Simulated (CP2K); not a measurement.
Two runs for the C K edge of 2-methylthiazole. Run A: CP2K XAS_TDP, all-electron GAPW, PBEh(45%), aug-cc-pVDZ, TDA, no relativity. Run B differs in one setting.

First lines with a strength over 0.0015. A:

```
                     atom  energy (eV)  states  strength, one atom
 C1 (bonded to C and 3 H)       284.10       1              0.0064
                                284.87       1              0.0127
                                285.13       1              0.0215
                                285.24       1              0.0110
                                285.91       1              0.0016
C2 (bonded to C, N and S)       282.33       1              0.0587
                                285.12       1              0.0387
                                287.05       1              0.0023
                                287.49       1              0.0025
                                287.80       1              0.0045
C4 (bonded to C, N and H)       282.19       1              0.0496
                                284.39       1              0.0080
                                285.06       1              0.0113
                                285.34       1              0.0062
                                285.86       1              0.0016
C5 (bonded to C, S and H)       281.90       1              0.0480
                                284.11       1              0.0319
                                284.94       1              0.0132
                                286.03       1              0.0053
                                286.55       1              0.0017
```

B:

```
                     atom  energy (eV)  states  strength, one atom
 C1 (bonded to C and 3 H)       270.31       1              0.0036
                                270.52       1              0.0018
                                272.82       1              0.0050
                                273.16       1              0.0043
                                273.29       1              0.0097
C2 (bonded to C, N and S)       269.66       1              0.0250
                                270.62       1              0.0022
                                270.73       1              0.0024
                                271.13       1              0.0085
                                271.18       1              0.0033
C4 (bonded to C, N and H)       268.55       1              0.0044
                                269.62       1              0.0017
                                270.29       1              0.0253
                                271.62       1              0.0025
                                272.18       1              0.0026
C5 (bonded to C, S and H)       268.65       1              0.0168
                                269.73       1              0.0030
                                269.88       1              0.0036
                                270.17       1              0.0024
                                270.21       1              0.0101
```

Which was it: scalar relativity switched on, the basis, the functional, GW2X switched on?

The functional (functional from PBEh(45%) to PBE; the lines alone don't name the new value). A functional moves all lines by electronvolts and changes their spacings and strengths. Against PBEh(45%) in aug-cc-pVDZ, the leading lines move by -12.67 eV (C2, to 269.66) and -13.25 eV (C5, to 268.65); the strength of C2's goes from 0.0587 to 0.0250. For C1 and C4 the rule picks another line of the list in the two runs, so no shift is given. The next line of C2 over the strength cut lies 0.96 eV higher, against 2.79.

[Banner, clock and machine lines of the logs are left out without a mark of their own.]

[Logs are printed without paths, hosts, clocks, repeated set-up lines and the standing remarks that a program may print on its own settings, such as how far it seeks lower states.]

[Hosts, paths, dates, database ids (printed as entryN), source tags and the programs' standing remarks are cut or masked in the printed files.]
